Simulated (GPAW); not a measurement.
**Work function of Y2NOS MXene monolayer at several levels**

Wanted: work functions and dipole of Y2NOS MXene monolayer, with the cost of each level.

Method: GPAW, PAW setups; layer in a repeated cell with vacuum, relaxation of atoms and in-plane cell, in the first sound run; inputs show where later runs differ, in GPAW 26.7.0.

Most raw output is cut from this account.

### Step 1. Set-up

The cell holds 5 atoms: 1 S, 2 Y, 1 N and 1 O. Cell: a = 3.406 Å, b = 3.406 Å, c = 23.947 Å, α = 90.0°, β = 90.0°, γ = 120.0°. Vacuum lies along c.

### Step 2. Relaxation

The atoms are relaxed first, since the surface dipole, and with it the work function, follows the positions of the outer layers.

The input, run.py:

```python
import json
import numpy as np
from ase import Atoms
from ase.filters import FrechetCellFilter
from ase.optimize import BFGS
from gpaw import GPAW, PW

slab = Atoms(
    ['S', 'Y', 'N', 'Y', 'O'],
    positions=[
        [-0.00000, 1.96661, 9.00000],
        [1.70313, 0.98330, 10.93651],
        [0.00000, 0.00000, 12.28053],
        [-0.00000, 1.96661, 13.62455],
        [1.70313, 0.98330, 14.94718]],
    cell=[[3.40626, 0.0, 0.0], [-1.70313, 2.94991, 0.0], [0.0, 0.0, 23.9472]],
    pbc=[True, True, True])

slab.calc = GPAW(mode=PW(600), xc='PBE', kpts={'size': (9, 9, 1), 'gamma': True},
                 occupations={'name': 'fermi-dirac', 'width': 0.05}, nbands='160%',
                 convergence={'density': 1e-05}, maxiter=200,
                 symmetry={'tolerance': 1e-3}, txt='slab.txt')
result = {}
# The in-plane cell is free; stress needs a cell that repeats along all three vectors
path = []
opt = BFGS(FrechetCellFilter(slab, mask=[1, 1, 0, 0, 0, 1]), maxstep=0.2)
opt.attach(lambda: path.append((slab.get_potential_energy(), slab.positions.tolist(), slab.get_forces().tolist())))
result['relaxed'] = bool(opt.run(fmax=0.02, steps=45))
result['path'] = path
result['cell'] = slab.cell.tolist()
print('in-plane lattice', slab.cell.cellpar().round(4)[[0, 1, 5]])
energy = slab.get_potential_energy()
fermi = slab.calc.get_fermi_level()
v = slab.calc.get_electrostatic_potential().mean((0, 1)) - fermi
n = slab.calc.get_pseudo_density().mean((0, 1))
L = slab.cell[2, 2]
z = np.arange(len(v)) * L / len(v)
low, high = slab.positions[:, 2].min(), slab.positions[:, 2].max()
below, above = np.interp([low - 6.8, high + 6.8], z, v)
slopes = [np.interp(x, z, np.gradient(v, z)) for x in (low - 6.8, high + 6.8)]
eps = np.array([[slab.calc.get_eigenvalues(k, s) for k in range(len(slab.calc.get_ibz_k_points()))]
                for s in range(slab.calc.get_number_of_spins())]) - fermi
top, bottom = eps[eps < 0].max(), eps[eps > 0].min()
dipole = slab.get_dipole_moment()[2]
print(f'energy {energy:.4f} eV, Fermi level {fermi:.4f} eV, dipole {dipole:.5f} e A')
print(f'potential 6.8 A off the faces, from the Fermi level: lower {below:.4f} eV, upper {above:.4f} eV')
print(f'slope of the potential there: lower {slopes[0]:.5f}, upper {slopes[1]:.5f} eV/A')
print(f'nearest levels on the mesh: {top:.4f} and {bottom:.4f} eV')
print('magnetic moment', round(slab.get_magnetic_moment(), 3))
result.update(energy=energy, fermi=fermi, dipole=dipole, below=below, above=above, slopes=slopes, edges=[top, bottom],
              z=z.tolist(), v=v.tolist(), n=n.tolist(), positions=slab.positions.tolist(),
              forces=slab.get_forces(apply_constraint=False).tolist(), moments=slab.get_magnetic_moments().tolist())
json.dump(result, open('result.json', 'w'))
```

On the command line:

```
OMP_NUM_THREADS=1 OPENBLAS_NUM_THREADS=1 python run.py
```

Elapsed: 14 min, on 1 thread of Arm Neoverse V1, shared host; peak memory 0.47 GiB.

Numbers from this step:

```
dipole along the normal                    : 0.09687 e·Å
levels nearest the Fermi level on the mesh : -0.05066, 0.1015 eV from the Fermi level
```

The electrostatic potential energy of an electron (without an applied field's), less the Fermi level, planar mean oscillates, so the rows of the table below give means over windows of 1 Å about each position, cut where the curve ends. Its maxima inside the range that stand out by 2 % of the span (Å: eV): 9.9: -0.115, 11.8: -5.65, 12.7: 0.339. Its minima: 9.1: -13.5, 11.0: -17.2, 12.1: -8.26, 13.9: -17.2.

The electrostatic potential energy of an electron (without an applied field's), less the Fermi level, planar mean by z; means over each step:

z (Å), electrostatic potential energy of an electron (without an applied field's), less the Fermi level, planar mean (eV) and a bar from the least value:
```
        0        6.7 #############################
        1        6.7 ##############################
        2        6.8 ##############################
        3        6.9 ##############################
        4        6.9 ##############################
        5        7.0 ##############################
        6        7.1 ##############################
        7        7.1 ##############################
        8        4.8 ###########################
        9       -8.4 #########
       10       -2.2 #################
       11      -13.7 #
       12       -6.4 ###########
       13       -2.5 #################
       14      -14.8 
       15       -2.8 ################
       16        5.7 ############################
       17        6.2 #############################
       18        6.3 #############################
       19        6.3 #############################
       20        6.4 #############################
       21        6.5 #############################
       22        6.5 #############################
       23        6.6 #############################
```

The pseudo valence density, planar mean oscillates, so the rows of the table below give means over windows of 1 Å about each position, cut where the curve ends. Its maxima inside the range that stand out by 2 % of the span (Å: e/Å³): 8.7: 0.343, 9.4: 0.368, 11.1: 0.864, 12.0: 0.570, 14.0: 0.977. Its minima: 9.1: 0.307, 10.1: 0.228, 11.6: 0.538, 13.0: 0.234.

The pseudo valence density, planar mean by z; means over each step:

```csv
z (Å),"pseudo valence density, planar mean (e/Å³)"
5,1.1e-5
6,2.4e-4
7,0.00594
8,0.115
9,0.330
10,0.288
11,0.704
12,0.541
13,0.325
14,0.869
15,0.490
16,0.0258
17,9.9e-4
18,4.3e-5
```

The relaxation lowered the energy of the cell by 1.70 eV (energies extrapolated to zero smearing; the optimiser's log prints free energies). The largest force left on a free atom is 0.0067 eV/Å.

### Step 3. Plane waves, PBE

The work function is the vacuum plateau of the electrostatic potential less the Fermi level; a dipole layer lets the two faces have plateaus of their own.

This step: GPAW, PAW setups; slab in vacuum (GPAW 26.7.0).

The cell differs from the one that the last finished run ended in (c 23.947 → 23.604 Å).

Changes to run.py since step 2:

```diff
@@ -3,4 +3,2 @@
 from ase import Atoms
-from ase.filters import FrechetCellFilter
-from ase.optimize import BFGS
 from gpaw import GPAW, PW
@@ -10,23 +8,16 @@
     positions=[
-        [-0.00000, 1.96661, 9.00000],
-        [1.70313, 0.98330, 10.93651],
-        [0.00000, 0.00000, 12.28053],
-        [-0.00000, 1.96661, 13.62455],
-        [1.70313, 0.98330, 14.94718]],
-    cell=[[3.40626, 0.0, 0.0], [-1.70313, 2.94991, 0.0], [0.0, 0.0, 23.9472]],
-    pbc=[True, True, True])
+        [0.00000, 2.01518, 9.00000],
+        [1.74519, 1.00759, 10.98418],
+        [0.00000, 0.00000, 12.13010],
+        [0.00000, 2.01518, 13.86663],
+        [1.74519, 1.00759, 14.60400]],
+    cell=[[3.49039, 0.0, 0.0], [-1.74519, 3.02277, 0.0], [0.0, 0.0, 23.604]],
+    pbc=[True, True, False])
 
-slab.calc = GPAW(mode=PW(600), xc='PBE', kpts={'size': (9, 9, 1), 'gamma': True},
+slab.calc = GPAW(mode=PW(500), xc='PBE', kpts={'size': (9, 9, 1), 'gamma': True},
                  occupations={'name': 'fermi-dirac', 'width': 0.05}, nbands='160%',
                  convergence={'density': 1e-05}, maxiter=200,
+                 poissonsolver={'dipolelayer': 'xy'},
                  symmetry={'tolerance': 1e-3}, txt='slab.txt')
 result = {}
-# The in-plane cell is free; stress needs a cell that repeats along all three vectors
-path = []
-opt = BFGS(FrechetCellFilter(slab, mask=[1, 1, 0, 0, 0, 1]), maxstep=0.2)
-opt.attach(lambda: path.append((slab.get_potential_energy(), slab.positions.tolist(), slab.get_forces().tolist())))
-result['relaxed'] = bool(opt.run(fmax=0.02, steps=45))
-result['path'] = path
-result['cell'] = slab.cell.tolist()
-print('in-plane lattice', slab.cell.cellpar().round(4)[[0, 1, 5]])
 energy = slab.get_potential_energy()
```

Wall time 73 s (1 thread); peak memory 0.26 GiB.

Numbers from this step:

| Item | Value |
| --- | --- |
| dipole along the normal | 0.06963 e·Å |
| levels nearest the Fermi level on the mesh | -0.05033, 0.1012 eV from the Fermi level |
| upper work function | 6.037 eV |
| lower work function | 7.235 eV |

The electrostatic potential energy of an electron (without an applied field's), less the Fermi level, planar mean oscillates, so the rows of the table below give means over windows of 1 Å about each position, cut where the curve ends. Its maxima inside the range that stand out by 2 % of the span (Å: eV): 0.6: 7.24, 9.8: -0.110, 11.8: -5.76, 12.7: 0.346. Its minima: 9.0: -13.4, 11.0: -17.2, 12.1: -8.30, 13.9: -17.2.

The electrostatic potential energy of an electron (without an applied field's), less the Fermi level, planar mean by z; means over each step:

z (Å), electrostatic potential energy of an electron (without an applied field's), less the Fermi level, planar mean (eV) and a bar from the least value:
```
        0        7.0 ##############################
        1        7.2 ##############################
        2        7.2 ##############################
        3        7.2 ##############################
        4        7.2 ##############################
        5        7.2 ##############################
        6        7.2 ##############################
        7        7.1 ##############################
        8        4.5 ##########################
        9       -8.5 #########
       10       -2.4 #################
       11      -13.7 ##
       12       -6.2 ############
       13       -2.9 ################
       14      -14.9 
       15       -2.2 #################
       16        5.7 ############################
       17        6.0 ############################
       18        6.0 ############################
       19        6.0 ############################
       20        6.0 ############################
       21        6.0 ############################
       22        6.0 ############################
       23        6.1 ############################
```

The pseudo valence density, planar mean oscillates, so the rows of the table below give means over windows of 1 Å about each position, cut where the curve ends. Its maxima inside the range that stand out by 2 % of the span (Å: e/Å³): 8.7: 0.343, 9.3: 0.364, 11.0: 0.874, 11.9: 0.568, 14.0: 0.977. Its minima: 9.1: 0.314, 10.0: 0.227, 11.7: 0.540, 12.8: 0.243.

Pseudo valence density, planar mean against z; means over each step:

z (Å), pseudo valence density, planar mean (e/Å³) and a bar:
```
        5      0.000 
        6      0.000 
        7      0.007 
        8      0.125 ####
        9      0.333 ###########
       10      0.293 ##########
       11      0.709 ########################
       12      0.533 ##################
       13      0.337 ###########
       14      0.878 ##############################
       15      0.458 ################
       16      0.022 #
       17      0.001 
       18      0.000
```

Force by atom:

```csv
atom,x (eV/Å),y (eV/Å),z (eV/Å),size
S1,0.0000,0.0000,-0.0042,0.0042
Y2,0.0000,0.0000,-0.0309,0.0309
N3,0.0000,0.0000,0.0054,0.0054
Y4,0.0000,0.0000,-0.0484,0.0484
O5,0.0000,0.0000,-0.0723,0.0723
```

The potential is flat to 5.1e-4 eV/Å where it is read, so the vacuum is wide enough.

### Step 4. Self-consistent run: xc = "revPBE"

The same geometry under revPBE, to see how far the functional moves the levels against the vacuum.

Changes to run.py since step 3:

```diff
@@ -16,3 +16,3 @@
 
-slab.calc = GPAW(mode=PW(500), xc='PBE', kpts={'size': (9, 9, 1), 'gamma': True},
+slab.calc = GPAW(mode=PW(500), xc='revPBE', kpts={'size': (9, 9, 1), 'gamma': True},
                  occupations={'name': 'fermi-dirac', 'width': 0.05}, nbands='160%',
```

Run time: 73 s. Hardware: 1 thread; peak memory 0.26 GiB.

Numbers from this step:

| Quantity | Value |
| --- | --- |
| dipole along the normal | 0.07343 e·Å |
| levels nearest the Fermi level on the mesh | -0.04969, 0.09905 eV from the Fermi level |
| upper work function | 5.893 eV |
| lower work function | 7.157 eV |

The electrostatic potential energy of an electron (without an applied field's), less the Fermi level, planar mean oscillates, so the rows of the table below give means over windows of 1 Å about each position, cut where the curve ends. Its maxima inside the range that stand out by 2 % of the span (Å: eV): 0.6: 7.16, 9.8: -0.176, 11.8: -5.84, 12.7: 0.253. Its minima: 9.0: -13.4, 11.0: -17.3, 12.1: -8.39, 13.9: -17.3.

Table of electrostatic potential energy of an electron (without an applied field's), less the Fermi level, planar mean by z; means over each step:

z (Å), electrostatic potential energy of an electron (without an applied field's), less the Fermi level, planar mean (eV) and a bar from the least value:
```
        0        6.9 ##############################
        1        7.2 ##############################
        2        7.2 ##############################
        3        7.2 ##############################
        4        7.2 ##############################
        5        7.2 ##############################
        6        7.1 ##############################
        7        7.0 ##############################
        8        4.5 ##########################
        9       -8.6 #########
       10       -2.5 #################
       11      -13.8 ##
       12       -6.2 ############
       13       -3.0 ################
       14      -15.0 
       15       -2.3 #################
       16        5.5 ############################
       17        5.9 ############################
       18        5.9 ############################
       19        5.9 ############################
       20        5.9 ############################
       21        5.9 ############################
       22        5.9 ############################
       23        6.0 ############################
```

The pseudo valence density, planar mean oscillates, so the rows of the table below give means over windows of 1 Å about each position, cut where the curve ends. Its maxima inside the range that stand out by 2 % of the span (Å: e/Å³): 8.7: 0.343, 9.3: 0.364, 11.0: 0.874, 11.9: 0.568, 14.0: 0.977. Its minima: 9.1: 0.314, 10.0: 0.226, 11.7: 0.540, 12.8: 0.243.

Pseudo valence density, planar mean against z; means over each step:

```csv
z (Å),"pseudo valence density, planar mean (e/Å³)"
5,1.2e-5
6,2.8e-4
7,0.00671
8,0.125
9,0.333
10,0.293
11,0.709
12,0.533
13,0.336
14,0.879
15,0.458
16,0.0220
17,9.0e-4
18,4.4e-5
```

Force by atom:

```csv
atom,x (eV/Å),y (eV/Å),z (eV/Å),size
S1,0.000,0.000,-0.114,0.114
Y2,0.000,0.000,-0.096,0.096
N3,0.000,0.000,0.015,0.015
Y4,0.000,0.000,-0.062,0.062
O5,0.000,0.000,0.068,0.068
```

The upper face's work function is 5.893 eV, against 6.037 eV in the first plane-wave PBE run at this geometry.

### Step 5. Self-consistent run: xc = "LDA"

The same geometry under LDA, to see how far the functional moves the levels against the vacuum.

Changes to run.py since step 4:

```diff
@@ -16,3 +16,3 @@
 
-slab.calc = GPAW(mode=PW(500), xc='revPBE', kpts={'size': (9, 9, 1), 'gamma': True},
+slab.calc = GPAW(mode=PW(500), xc='LDA', kpts={'size': (9, 9, 1), 'gamma': True},
                  occupations={'name': 'fermi-dirac', 'width': 0.05}, nbands='160%',
```

Wall time 71 s (1 thread); peak memory 0.26 GiB.

Numbers from this step:

```yaml
dipole_along_the_normal: 0.06065 e·Å
levels_nearest_the_fermi_level_on_the_mesh: -0.05193, 0.1069 eV from the Fermi level
upper_work_function: 6.381 eV
lower_work_function: 7.425 eV
```

The upper face's work function is 6.381 eV, against 6.037 eV in the first plane-wave PBE run at this geometry.

### Step 6. Self-consistent run: xc = "RPBE"

The same geometry under RPBE, to see how far the functional moves the levels against the vacuum.

Changes to run.py since step 5:

```diff
@@ -16,3 +16,3 @@
 
-slab.calc = GPAW(mode=PW(500), xc='LDA', kpts={'size': (9, 9, 1), 'gamma': True},
+slab.calc = GPAW(mode=PW(500), xc='RPBE', kpts={'size': (9, 9, 1), 'gamma': True},
                  occupations={'name': 'fermi-dirac', 'width': 0.05}, nbands='160%',
```

Elapsed: 72 s, on 1 thread; peak memory 0.26 GiB.

Numbers from this step:

| Item | Value |
| --- | --- |
| dipole along the normal | 0.07406 e·Å |
| levels nearest the Fermi level on the mesh | -0.04946, 0.09832 eV from the Fermi level |
| upper work function | 5.887 eV |
| lower work function | 7.162 eV |

The electrostatic potential energy of an electron (without an applied field's), less the Fermi level, planar mean oscillates, so the rows of the table below give means over windows of 0.5 Å about each position, cut where the curve ends. Its maxima inside the range that stand out by 2 % of the span (Å: eV): 0.57: 7.16, 9.82: -0.202, 11.80: -5.87, 12.75: 0.218. Its minima: 8.97: -13.4, 10.95: -17.3, 12.09: -8.42, 13.88: -17.4.

Electrostatic potential energy of an electron (without an applied field's), less the Fermi level, planar mean against z; means over each step:

```csv
z (Å),"electrostatic potential energy of an electron (without an applied field's), less the Fermi level, planar mean (eV)"
0.0,6.76
0.5,7.12
1.0,7.16
1.5,7.16
2.0,7.16
2.5,7.16
3.0,7.16
3.5,7.16
4.0,7.16
4.5,7.16
5.0,7.16
5.5,7.16
6.0,7.16
6.5,7.14
7.0,7.07
7.5,6.73
8.0,5.07
8.5,-1.84
9.0,-11.7
9.5,-3.81
10.0,-1.18
10.5,-8.92
11.0,-16.2
11.5,-9.00
12.0,-7.19
12.5,-2.14
13.0,-1.77
13.5,-11.2
14.0,-16.3
14.5,-12.0
15.0,-1.30
15.5,4.49
16.0,5.60
16.5,5.82
17.0,5.87
17.5,5.88
18.0,5.89
18.5,5.89
19.0,5.89
19.5,5.89
20.0,5.89
20.5,5.89
21.0,5.89
21.5,5.89
22.0,5.89
22.5,5.89
23.0,5.90
23.5,6.13
```

The upper face's work function is 5.887 eV, against 6.037 eV in the first plane-wave PBE run at this geometry.

### Step 7. OptPBE vdW: xc = "optPBE-vdW"

The same geometry under optPBE-vdW, to see how far the functional moves the levels against the vacuum (the van der Waals functionals take revPBE setups).

Changes to run.py since step 6:

```diff
@@ -16,3 +16,3 @@
 
-slab.calc = GPAW(mode=PW(500), xc='RPBE', kpts={'size': (9, 9, 1), 'gamma': True},
+slab.calc = GPAW(mode=PW(500), xc='optPBE-vdW', kpts={'size': (9, 9, 1), 'gamma': True},
                  occupations={'name': 'fermi-dirac', 'width': 0.05}, nbands='160%',
```

The job ended after 85 s (1 thread; peak memory 0.46 GiB).

This step gave:

```
dipole along the normal                    : 0.06792 e·Å
levels nearest the Fermi level on the mesh : -0.04853, 0.09623 eV from the Fermi level
upper work function                        : 6.279 eV
lower work function                        : 7.448 eV
```

The electrostatic potential energy of an electron (without an applied field's), less the Fermi level, planar mean oscillates, so the rows of the table below give means over windows of 1 Å about each position, cut where the curve ends. Its maxima inside the range that stand out by 2 % of the span (Å: eV): 0.6: 7.45, 9.8: -0.123, 11.8: -5.74, 12.7: 0.348. Its minima: 9.0: -13.3, 11.0: -17.2, 12.1: -8.26, 13.9: -17.2.

Electrostatic potential energy of an electron (without an applied field's), less the Fermi level, planar mean against z; means over each step:

```csv
z (Å),"electrostatic potential energy of an electron (without an applied field's), less the Fermi level, planar mean (eV)"
0,7.23
1,7.45
2,7.45
3,7.45
4,7.45
5,7.45
6,7.44
7,7.31
8,4.67
9,-8.43
10,-2.42
11,-13.7
12,-6.13
13,-2.90
14,-14.8
15,-2.08
16,5.87
17,6.26
18,6.28
19,6.28
20,6.28
21,6.28
22,6.28
23,6.34
```

The upper face's work function is 6.279 eV, against 6.037 eV in the first plane-wave PBE run at this geometry.

### Step 8. Self-consistent run: xc = "vdW-DF2"

The same geometry under vdW-DF2, to see how far the functional moves the levels against the vacuum (the van der Waals functionals take revPBE setups).

Changes to run.py since step 7:

```diff
@@ -16,3 +16,3 @@
 
-slab.calc = GPAW(mode=PW(500), xc='optPBE-vdW', kpts={'size': (9, 9, 1), 'gamma': True},
+slab.calc = GPAW(mode=PW(500), xc='vdW-DF2', kpts={'size': (9, 9, 1), 'gamma': True},
                  occupations={'name': 'fermi-dirac', 'width': 0.05}, nbands='160%',
```

Wall time 93 s (1 thread); peak memory 0.47 GiB.

This step gave:

| Quantity | Value |
| --- | --- |
| dipole along the normal | 0.06709 e·Å |
| levels nearest the Fermi level on the mesh | -0.04738, 0.09342 eV from the Fermi level |
| upper work function | 6.470 eV |
| lower work function | 7.625 eV |

The upper face's work function is 6.470 eV, against 6.037 eV in the first plane-wave PBE run at this geometry.

(Continued in part 2 of 2.)

[Logs are printed without paths, hosts, clocks, repeated set-up lines and the standing remarks that a program may print on its own settings, such as how far it seeks lower states.]

[Hosts, paths, dates, database ids (printed as entryN), source tags and the programs' standing remarks are cut or masked in the printed files.]
